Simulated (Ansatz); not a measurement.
# Twisted Zr2CO2 MXene bilayer, 38.21° (70 atoms): taking the cell apart: runs compared

How much energy holds the two parts of twisted Zr2CO2 MXene bilayer, 38.21° (70 atoms) together, and how does it fall off with distance?

Computed with Ansatz 0.2.0: Kohn-Sham DFT, revPBE+D4, PAW (set soft_2), plane waves.

## (1) The cell as built

The cell holds 70 atoms: 14 C, 28 Zr and 28 O. Its edges and angles: a = 8.757 Å, b = 8.757 Å, c = 26.080 Å, α = 90.0°, β = 90.0°, γ = 120.0°. It derives from Zr2CO2 (Zr2CO2 MXene). Zr2CO2 MXene (a = 3.31 Å) under Zr2CO2 MXene (a = 3.31 Å), bilayer, commensurate cell of 7 unit cells a layer, twist 38.21 deg; facing planes 2.88 Å apart; 14 Å of vacuum; layers as built, displaced by a Gaussian of 0.01 Å. Regions: layer 1, 35 atoms (7 C, 14 Zr and 14 O); layer 2, 35 atoms (7 C, 14 Zr and 14 O). Vacuum lies along c.

## (2) The reference run

The reference is a single point at the end of the relaxation.

The parts (lower: layer 1 and upper: layer 2) keep their atoms where they stand in it, and shifted cells move the upper part rigidly.

Its input, with most atom lines left out:

```yaml
crystal:
  lattice:
    - [8.7574, 0.0, 0.0]
    - [-4.3787, 7.58413, 0.0]
    - [0.0, 0.0, 26.08]
  atoms:
    - { symbol: C, position: [4.0e-05, 0.00038, 0.3576] }
    - { symbol: Zr, position: [0.19049, 0.23788, 0.41086] }
    - { symbol: Zr, position: [0.238, 0.04774, 0.30413] }
    - { symbol: O, position: [0.23885, 0.04713, 0.44545] }
    - { symbol: O, position: [0.1905, 0.23845, 0.26919] }
    - { symbol: C, position: [0.1427, 0.42906, 0.35758] }
    - { symbol: Zr, position: [0.33352, 0.66692, 0.41097] }
    [... atom lines 8 to 70 left out ...]
kpoints:
  mp_grid: { grid: [3, 3, 1] }
hamiltonian:
  xc: revpbe
  dispersion: d4
scf:
  occupations: { method: fermi_dirac, width: 0.025 }
output:
  forces: true
  populations: true
  dos:
    method: { smearing: { sigma: 0.15 } }
    de: 0.1
    projected:
      site_lists:
        C: [C]
        O: [O]
        Zr: [Zr]
        layer_1: [0, 1, 2, 3, 4, 5, 6, 7, 8, 9, 10, 11, 12, 13, 14, 15, 16, 17, 18, 19, 20, 21, 22, 23, 24, 25, 26, 27, 28, 29, 30, 31, 32, 33, 34]
        layer_2: [35, 36, 37, 38, 39, 40, 41, 42, 43, 44, 45, 46, 47, 48, 49, 50, 51, 52, 53, 54, 55, 56, 57, 58, 59, 60, 61, 62, 63, 64, 65, 66, 67, 68, 69]
  eigenvalues: true
  write_density: true
  write_potential: true
  volumetric_format: npy
  elf: true
```

* free energy per atom: -1954.8796 eV/atom
* r.m.s. force component: 0.00979 eV/Å

Filled and empty levels are parted by 1.12 eV (on the run's k-points); a semilocal functional tends to put such gaps too low.

## (3) The runs

Each row is one run, on 4 threads of Arm Neoverse V1, shared host. The free energy is the program's total, comparable only between runs with the same functional, potentials and atoms, or as a whole against its parts.

```
                                 run  atoms    outcome  ionic steps, all passes  free energy (eV)     time  host memory (GiB)
           Single point at the start     70  converged                        -       -136841.200  2.3 min                9.6
                          Relaxation     70  converged                        3       -136841.575  6.8 min                9.7
Single point at the relaxed geometry     70  converged                        -       -136841.575  4.7 min                 10
                The lower part alone     35  converged                        -        -68420.225     90 s                5.5
                The upper part alone     35  converged                        -        -68420.225     91 s                5.5
          Upper part moved by +0.3 Å     70  converged                        -       -136841.480  2.7 min                9.6
          Upper part moved by -0.3 Å     70  converged                        -       -136841.431  2.7 min                9.6
          Upper part moved by +0.8 Å     70  converged                        -       -136841.219  2.7 min                9.6
          Upper part moved by +1.6 Å     70  converged                        -       -136840.890    3 min                9.6
```

In some runs the program notes that the exchange-correlation potential is rough where the density is thin.

## (4) Interaction energy

Whole cell less its two parts, each frozen at the geometry of the whole and solved in the same cell with the same functional, so that energy zeros cancel. The upper part is 'layer 2' and the lower part 'layer 1'. The nearest atoms of the two parts stand 2.90 Å apart. The face is 66.42 Å².

```csv
functional,interaction energy (eV),"of it, the added dispersion term (eV)",per area (meV/Å²),per area (J/m²),per atom of the upper part (meV)
revPBE+D4,-1.125,-1.715,-16.9,-0.27,-32.1
```

## (5) Energy against separation

The upper part is moved rigidly along the normal from its place in the reference.

```
shift (Å)  energy change (eV)  per area (meV/Å²)  share of the binding lost (%)  gap (eV)
     -0.3               0.144               2.16                              -                1.11
     +0.0               0.000               0.00                              -                1.12
     +0.3               0.094               1.42                              8                1.12
     +0.8               0.355               5.35                             32                1.12
     +1.6               0.684              10.30                             61                1.12
```

## (6) Levels of whole and parts

```csv
cell,gap (eV),"vacuum level at the upper face, over the highest filled level, or over E_F where no gap is given (eV)",moment (μB)
whole,1.12,5.19,no spin
lower part,1.12,5.15,no spin
upper part,1.12,5.18,no spin
```

## (7) Findings

The parts bind with 16.9 meV/Å² (1.12 eV for the cell) at the level revPBE+D4, the size of van der Waals binding between sheets. The added dispersion term contributes -1.715 eV, the functional itself 0.590 eV. The curvature over ±0.3 Å is 0.64×10²⁰ N/m³, and the energy rises faster on the near side. At +1.6 Å, 61 % of the binding is lost; the shift also narrows the vacuum to the periodic image. On the run's k-points the gap of the whole, 1.12 eV, lies 0.0038 eV under the smaller of the parts'.

Caveats: The parts are frozen, so the energy of their deformation isn't counted. No correction is made for dipoles across the vacuum, and the parts also feel their periodic images through it.

The DFT runs together took 28 min of wall time.

[Logs are printed without paths, hosts, clocks, repeated set-up lines and the standing remarks that a program may print on its own settings, such as how far it seeks lower states.]

[Hosts, paths, dates, database ids (printed as entryN), source tags and the programs' standing remarks are cut or masked in the printed files.]
